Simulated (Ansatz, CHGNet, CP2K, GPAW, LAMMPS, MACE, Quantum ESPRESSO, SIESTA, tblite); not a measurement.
**Amorphous Ge (61 atoms) in CP2K**

Aim: run amorphous Ge (61 atoms) in CP2K and see how near its forces come to a plane-wave reference, and at what cost.

Calculated with CP2K 2026.2; the method is named at each step.

## (1) Starting point

The cell holds 61 atoms: 61 Ge. Cell: a = 10.650 Å, b = 10.650 Å, c = 10.650 Å, α = 90.0°, β = 90.0°, γ = 90.0°. 61 atoms (61 Ge) placed at random at 6.09 g/cm³, melted at 3500 K for 10 ps at fixed volume with the Tersoff potential (Tersoff, Phys. Rev. B 39, 5566 (1989)). Quenched from 3500 K to 100 K at 5 K/ps and fixed volume, held 5 ps, then minimised at fixed cell.

The yardstick, on the same geometry:

- method: Kohn-Sham DFT, PBE, SSSP efficiency 1.3.0 pseudopotentials, plane waves (Quantum ESPRESSO 7.5); sssp-pbe-1.3.0-efficiency, cutoffs 45/360 Ry, Γ point
- r.m.s. force component: 0.2801 eV/Å
- longest force: 0.9141 eV/Å
- pressure: 9.332 GPa
- time: 2.7 min on 4 MPI ranks of Arm Neoverse V1, shared host
- CPU time: 11 min

## (2) PBE, DZVP-MOLOPT-SR, 350/50 Ry, diagonalisation

Method: Kohn-Sham DFT, PBE, GTH-PBE pseudopotentials, Gaussian and plane waves, DZVP-MOLOPT-SR-GTH, diagonalisation.

input.inp reads:

```
&GLOBAL
  PROJECT cell
  RUN_TYPE ENERGY_FORCE
  PRINT_LEVEL LOW
&END GLOBAL
&FORCE_EVAL
  METHOD QS
  STRESS_TENSOR ANALYTICAL
  &DFT
    BASIS_SET_FILE_NAME BASIS_MOLOPT
    POTENTIAL_FILE_NAME GTH_POTENTIALS
    &MGRID
      CUTOFF 350
      REL_CUTOFF 50
    &END MGRID
    &QS
      EPS_DEFAULT 1.0E-12
    &END QS
    &SCF
      SCF_GUESS ATOMIC
      EPS_SCF 5.0E-06
      MAX_SCF 200
      ADDED_MOS 27
      &DIAGONALIZATION
        ALGORITHM STANDARD
      &END DIAGONALIZATION
      &SMEAR ON
        METHOD FERMI_DIRAC
        ELECTRONIC_TEMPERATURE [K] 580
      &END SMEAR
      &MIXING
        METHOD BROYDEN_MIXING
        ALPHA 0.15
        NBROYDEN 12
      &END MIXING
      &PRINT
        &RESTART OFF
        &END RESTART
      &END PRINT
    &END SCF
    &XC
      &XC_FUNCTIONAL PBE
      &END XC_FUNCTIONAL
    &END XC
    &PRINT
      &MULLIKEN ON
      &END MULLIKEN
      &HIRSHFELD ON
        SHAPE_FUNCTION DENSITY
      &END HIRSHFELD
      &MO ON
        EIGENVALUES T
        OCCUPATION_NUMBERS T
        MO_INDEX_RANGE 111 134
        &EACH
          QS_SCF 0
        &END EACH
        ADD_LAST NUMERIC
      &END MO
    &END PRINT
  &END DFT
  &SUBSYS
    &CELL
      A 10.64970 0.00000 0.00000
      B 0.00000 10.64970 0.00000
      C 0.00000 0.00000 10.64970
    &END CELL
    &COORD
      Ge 0.19372 3.69044 9.70603
      Ge 5.73518 5.30770 5.45073
      Ge 7.06906 0.66401 3.45380
      Ge 7.60825 3.09640 3.25657
      Ge 2.63452 4.81963 1.50502
      Ge 5.92102 8.99878 3.47542
      Ge 5.35286 4.00503 7.64084
      Ge 9.00283 1.73867 8.07950
      Ge 2.50939 9.09889 2.74954
      Ge 9.38686 4.29332 7.56640
      Ge 9.28494 10.02584 2.79576
      Ge 6.15105 2.74890 10.51040
      Ge 0.28286 1.46093 2.09118
      Ge 8.33786 3.45327 0.94686
      Ge 5.29194 1.37062 1.73867
      Ge 7.92668 6.49866 5.44509
      Ge 2.56349 5.80504 7.13008
      Ge 10.50284 1.91322 4.59226
      Ge 2.40907 7.19430 0.30586
      Ge 0.68595 1.84006 6.95255
      Ge 8.78898 7.91464 9.79378
      Ge 10.45353 9.93532 5.02549
      Ge 6.23274 0.46092 5.84551
      Ge 1.69181 3.59385 4.54550
      Ge 3.55508 2.84943 2.99949
      Ge 10.27696 7.38834 5.41761
      Ge 2.66924 0.70927 1.58830
      Ge 0.18424 6.27480 10.10720
      Ge 3.94412 1.58436 5.23390
      Ge 5.80313 9.99432 0.54250
      Ge 4.61004 9.03723 5.59972
      Ge 3.83102 6.73668 5.32975
      Ge 7.38099 5.40792 8.39175
      Ge 0.29468 6.42251 7.56629
      Ge 9.14170 4.12612 4.98779
      Ge 10.46706 8.89633 8.12743
      Ge 7.48802 7.83403 7.58993
      Ge 8.19047 9.86897 0.49947
      Ge 5.54136 4.32846 3.24635
      Ge 5.00749 10.56823 9.05363
      Ge 1.74240 10.33489 7.41049
      Ge 5.54498 5.85904 1.29862
      Ge 5.17756 8.46981 7.91230
      Ge 4.34955 4.50418 10.13244
      Ge 2.47659 10.18537 5.04242
      Ge 0.43951 8.61763 1.46923
      Ge 8.61156 10.12829 6.80324
      Ge 2.47733 2.99022 9.23648
      Ge 9.49304 1.41204 10.50902
      Ge 0.48328 10.15321 10.22776
      Ge 2.53782 6.62284 3.34049
      Ge 2.85646 3.34656 6.82305
      Ge 7.70687 5.77310 0.20533
      Ge 4.56670 8.14404 1.55933
      Ge 0.31608 5.59365 3.81973
      Ge 8.03733 7.77045 3.31365
[... 1 atom lines left out ...]
      Ge 3.81440 6.69536 8.95672
      Ge 2.71802 0.59660 9.64895
      Ge 6.43135 1.76764 8.09899
      Ge 9.62818 6.49131 1.76231
    &END COORD
    &KIND Ge
      BASIS_SET DZVP-MOLOPT-SR-GTH-q4
      POTENTIAL GTH-PBE-q4
    &END KIND
  &END SUBSYS
  &PRINT
    &FORCES ON
    &END FORCES
    &STRESS_TENSOR ON
    &END STRESS_TENSOR
  &END PRINT
&END FORCE_EVAL
```

On the command line:

```sh
$ OMP_NUM_THREADS=2 cp2k.psmp -i input.inp > output.txt
```

Numbers of over 12 decimals in the logs are rounded to 6 here.

The program printed:

```text
CP2K| version string:                                       CP2K version 2026.2
 CP2K| Input file name                                                 input.inp
 GLOBAL| Basis set file name                                        BASIS_MOLOPT
 GLOBAL| Potential file name                                      GTH_POTENTIALS
 GLOBAL| Run type                                                   ENERGY_FORCE
 GLOBAL| Total number of message passing processes                             1
 GLOBAL| Number of threads for this process                                    2
 TOTAL NUMBERS AND MAXIMUM NUMBERS
  Total number of            - Atomic kinds:                                   1
                             - Atoms:                                         61
                             - Shell sets:                                    61
                             - Shells:                                       305
                             - Primitive Cartesian functions:                244
                             - Cartesian basis functions:                    854
                             - Spherical basis functions:                    793
  Maximum angular momentum of the orbital basis functions:                     2
 SCF PARAMETERS         Density guess:                                    ATOMIC
                        max_scf:                                             200
                        eps_scf:                                        5.00E-06
                        added MOs                                        27    0
                        Mixing method:                            BROYDEN_MIXING
                                                charge density mixing in g-space
                        Smear method:                                FERMI_DIRAC
                        Electronic temperature [K]:                        580.0
                        Electronic temperature [a.u.]:                  1.84E-03
                        Accuracy threshold:                             1.00E-10
 Extrapolation method: initial_guess
 Number of electrons:                                                        244
 Number of occupied orbitals:                                                122
 Number of molecular orbitals:                                               149
 Number of orbital functions:                                                793
 Number of independent orbital functions:                                    793
 SCF WAVEFUNCTION OPTIMIZATION
  Step     Update method      Time    Convergence         Total energy    Change
     1 NoMix/Diag. 0.15E+00    2.0     0.46923022      -243.2813153952 -2.43E+02
     2 Broy./Diag. 0.15E+00    2.6     0.02782210      -238.9117661974  4.37E+00
     3 Broy./Diag. 0.15E+00    2.6     0.07620498      -238.5664548787  3.45E-01
     4 Broy./Diag. 0.15E+00    2.7     0.03636467      -238.6895961487 -1.23E-01
[...]
14 Broy./Diag. 0.15E+00    2.9     0.00001529      -238.6681147848 -2.49E-04
    15 Broy./Diag. 0.15E+00    2.8     0.00000380      -238.6682455686 -1.31E-04
  *** SCF run converged in    15 steps ***
  Electronic density on regular grids:       -243.9999999999        0.0000000001
  Core density on regular grids:              243.9999999991       -0.0000000009
  Total charge density on r-space grids:       -0.0000000008
  Total charge density g-space grids:          -0.0000000008
  Overlap energy of the core charge distribution:               3.20844e-07
  Self energy of the core charge distribution:               -509.860216
  Core Hamiltonian energy:                                    123.553586
  Hartree energy:                                             219.691405
  Exchange-correlation energy:                                -72.043852
  Electronic entropic energy:                                  -0.00916828
  Fermi energy:                                                 0.208865
  Total energy:                                              -238.668246
  Total energy (extrapolated to T->0):                       -238.663661
 MO| EIGENVALUES AND OCCUPATION NUMBERS
 MO|
 MO|  Index      Eigenvalue [a.u.]        Eigenvalue [eV]             Occupation
 MO|    111               0.174610               4.751385               2.000000
 MO|    112               0.179109               4.873797               2.000000
 MO|    113               0.183190               4.984844               1.999998
[...]
MO|    133               0.239443               6.515579               0.000000
 MO|    134               0.243809               6.634373               0.000000
 MO| Sum:                                                             244.000000
 MO| E(Fermi):            0.208865 a.u.          5.683504 eV
 !-----------------------------------------------------------------------------!
                     Mulliken Population Analysis
 #  Atom  Element  Kind  Atomic population                           Net charge
       1     Ge       1          4.015023                             -0.015023
       2     Ge       1          3.963699                              0.036301
       3     Ge       1          3.961230                              0.038770
[...]
60     Ge       1          3.971603                              0.028397
      61     Ge       1          4.012342                             -0.012342
 # Total charge                            244.000000                  0.000000
 !-----------------------------------------------------------------------------!
 !-----------------------------------------------------------------------------!
                           Hirshfeld Charges
  #Atom  Element  Kind  Ref Charge     Population                    Net charge
      1       Ge     1       4.000          3.998                         0.002
      2       Ge     1       4.000          3.994                         0.006
      3       Ge     1       4.000          4.014                        -0.014
[...]
60       Ge     1       4.000          3.997                         0.003
     61       Ge     1       4.000          3.996                         0.004
  Total Charge                                                           -0.000
 !-----------------------------------------------------------------------------!
 ENERGY| Total FORCE_EVAL ( QS ) energy [hartree]           -238.668364
 FORCES| Atomic forces [hartree/bohr]
 FORCES|   Atom     x               y               z               |f|
 FORCES|      1 -8.95541166E-04  3.71525600E-03 -1.82326098E-03   4.23431242E-03
 FORCES|      2  3.23867490E-03 -7.27745230E-03  6.92831145E-03   1.05570747E-02
 FORCES|      3  4.57359254E-03 -9.52861572E-05  2.11699584E-03   5.04068443E-03
[...]
FORCES|     60  6.28743678E-03  1.75237789E-03 -2.09671811E-03   6.85557557E-03
 FORCES|     61 -9.63665175E-03  1.00476810E-02  9.86895477E-03   1.70650877E-02
 FORCES| Sum    -2.28380765E-07 -3.97487426E-08 -5.59525406E-07
 FORCES| Total atomic force                                       6.05645454E-07
 STRESS| Analytical stress tensor [bar]
 STRESS|                        x                   y                   z
 STRESS|      x        1.16324872647E+05  -4.25516453556E+03   1.91135455833E+03
 STRESS|      y       -4.25516453556E+03   9.13577637198E+04   2.04675070242E+03
 STRESS|      z        1.91135455833E+03   2.04675070242E+03   1.18843014157E+05
 STRESS| 1/3 Trace                                             1.08841883508E+05
```

It took 51 s on 2 threads of Arm Neoverse V1, shared host; peak memory 1.6 GiB.

Banners, paths, timers and routine set-up lines are dropped from the logs unmarked, and long logs keep their key lines alone; longer cuts are marked.

Numbers from this run, and their distance from the reference:

```
r.m.s. force component                  : 0.2891 eV/Å
r.m.s. difference of force components   : 30.98 meV/Å
longest difference of force vectors     : 104.1 meV/Å
force difference over r.m.s. force      : 11.06 %
slope of forces against the reference's : 1.026
correlation of force components         : 0.9946
pressure                                : 10.88 GPa
pressure difference                     : 1.552 GPa
```

The surroundings of Ge27, whose charge lies farthest from its element's mean, nearest first, numbered as they follow in the input and with coordinates relative to it.

| atom | x | y | z | distance (Å) | bonds | Hirshfeld charge (e) | Fx | Fy | Fz (eV/Å) |
| --- | --- | --- | --- | --- | --- | --- | --- | --- | --- |
| Ge27 | 0.00 | 0.00 | 0.00 | 0.00 | 5 | 0.04 | 0.07 | 0.16 | -0.18 |
| Ge9 | -0.16 | -2.26 | 1.16 | 2.55 | 5 | 0.00 | -0.18 | 0.01 | 0.45 |
| Ge13 | -2.39 | 0.75 | 0.50 | 2.55 | 5 | 0.01 | -0.23 | -0.06 | 0.25 |
| Ge59 | 0.05 | -0.11 | -2.59 | 2.59 | 5 | -0.01 | 0.49 | -0.19 | -0.14 |
| Ge15 | 2.62 | 0.66 | 0.15 | 2.71 | 5 | -0.02 | 0.30 | 0.16 | 0.35 |
| Ge25 | 0.89 | 2.14 | 1.41 | 2.71 | 6 | -0.01 | 0.11 | 0.10 | 0.20 |
| Ge50 | -2.19 | -1.21 | -2.01 | 3.21 | 4 | 0.01 | -0.06 | -0.03 | -0.39 |
| Ge46 | -2.23 | -2.74 | -0.12 | 3.54 | 5 | -0.01 | 0.30 | -0.34 | -0.18 |
| Ge30 | 3.13 | -1.36 | -1.05 | 3.57 | 4 | -0.02 | 0.11 | -0.53 | -0.50 |
| Ge45 | -0.19 | -1.17 | 3.45 | 3.65 | 5 | -0.02 | 0.30 | 0.22 | -0.03 |
| Ge54 | 1.90 | -3.21 | -0.03 | 3.73 | 5 | -0.01 | -0.07 | -0.54 | 0.03 |
| Ge48 | -0.19 | 2.28 | -3.00 | 3.77 | 4 | 0.02 | -0.09 | 0.04 | 0.25 |

Forces lie 11 % from the reference's, at 0.14 times its CPU time (on 2 against 4 cores).

## (3) PBE, SZV-MOLOPT-SR, 350/50 Ry, diagonalisation

Method: Kohn-Sham DFT, PBE, GTH-PBE pseudopotentials, Gaussian and plane waves, SZV-MOLOPT-SR-GTH, diagonalisation.

input.inp, as its differences from that of step 2:

```diff
@@ -71,3 +71,3 @@
     &KIND Ge
-      BASIS_SET DZVP-MOLOPT-SR-GTH-q4
+      BASIS_SET SZV-MOLOPT-SR-GTH-q4
       POTENTIAL GTH-PBE-q4
```

On the command line:

```sh
$ OMP_NUM_THREADS=1 cp2k.psmp -i input.inp > output.txt
```

The program printed:

```text
CP2K| version string:                                       CP2K version 2026.2
 CP2K| Input file name                                                 input.inp
 GLOBAL| Basis set file name                                        BASIS_MOLOPT
 GLOBAL| Potential file name                                      GTH_POTENTIALS
 GLOBAL| Run type                                                   ENERGY_FORCE
 GLOBAL| Total number of message passing processes                             1
 GLOBAL| Number of threads for this process                                    1
 TOTAL NUMBERS AND MAXIMUM NUMBERS
  Total number of            - Atomic kinds:                                   1
                             - Atoms:                                         61
[... lines left out ...]
                        Smear method:                                FERMI_DIRAC
[... lines left out ...]
 Number of electrons:                                                        244
[... lines left out ...]
  Step     Update method      Time    Convergence         Total energy    Change
[... lines left out ...]
  *** SCF run converged in    15 steps ***
[... lines left out ...]
  Fermi energy:                                                 0.260558
  Total energy:                                              -235.669464
  Total energy (extrapolated to T->0):                       -235.665580
[... lines left out ...]
 MO| E(Fermi):            0.260558 a.u.          7.090136 eV
[... lines left out ...]
 !-----------------------------------------------------------------------------!
 !-----------------------------------------------------------------------------!
                           Hirshfeld Charges
  #Atom  Element  Kind  Ref Charge     Population                    Net charge
      1       Ge     1       4.000          4.013                        -0.013
      2       Ge     1       4.000          3.997                         0.003
      3       Ge     1       4.000          4.012                        -0.012
[...]
60       Ge     1       4.000          3.985                         0.015
     61       Ge     1       4.000          3.981                         0.019
  Total Charge                                                           -0.000
 !-----------------------------------------------------------------------------!
 ENERGY| Total FORCE_EVAL ( QS ) energy [hartree]           -235.669681
 FORCES| Atomic forces [hartree/bohr]
 FORCES|   Atom     x               y               z               |f|
 FORCES|      1  1.00782621E-02  1.03946899E-02  2.76365390E-03   1.47396990E-02
 FORCES|      2 -5.71995230E-03 -4.93797279E-03 -7.02601545E-04   7.58914215E-03
 FORCES|      3 -1.47782269E-03  1.19852852E-03  7.11710451E-03   7.36706232E-03
[...]
FORCES|     60  3.57359871E-03  4.58258925E-03  1.88445272E-03   6.10916475E-03
 FORCES|     61 -6.10394594E-03  2.70180335E-02  1.60463938E-02   3.20112331E-02
 FORCES| Sum    -2.67880428E-06  6.75751780E-06  3.08832853E-06
 FORCES| Total atomic force                                       7.89796254E-06
 STRESS| Analytical stress tensor [bar]
 STRESS|                        x                   y                   z
 STRESS|      x        9.01194501621E+04  -1.18428843859E+04   4.76834996738E+03
 STRESS|      y       -1.18428843859E+04   5.16604634501E+04   4.21002072615E+03
 STRESS|      z        4.76834996738E+03   4.21002072615E+03   9.94386757410E+04
 STRESS| 1/3 Trace                                             8.04061964511E+04
```

Run time: 47 s. Hardware: 1 thread; peak memory 1.5 GiB.

Numbers from this run, and their distance from the reference:

```yaml
r_m_s_force_component: 0.5105 eV/Å
r_m_s_difference_of_force_components: 389.5 meV/Å
longest_difference_of_force_vectors: 1439 meV/Å
force_difference_over_r_m_s_force: 139 %
slope_of_forces_against_the_reference_s: 1.194
correlation_of_force_components: 0.6553
pressure: 8.041 GPa
pressure_difference: -1.292 GPa
```

This is a coarse setting, run to see what it loses.

Against the first run (11 %), the force difference from the reference is 139 %, at 0.52 times the CPU time (on 1 against 2 cores), with 244 basis functions against 793: the smaller basis costs accuracy.

(Part 1 of 3 ends here.)

[Also dropped from logs without a mark: logging warnings of Python, and SIESTA's first energy breakdown and zero terms.]

[Logs are printed without paths, hosts, clocks, repeated set-up lines and the standing remarks that a program may print on its own settings, such as how far it seeks lower states.]

[Hosts, paths, dates, database ids (printed as entryN), source tags and the programs' standing remarks are cut or masked in the printed files.]
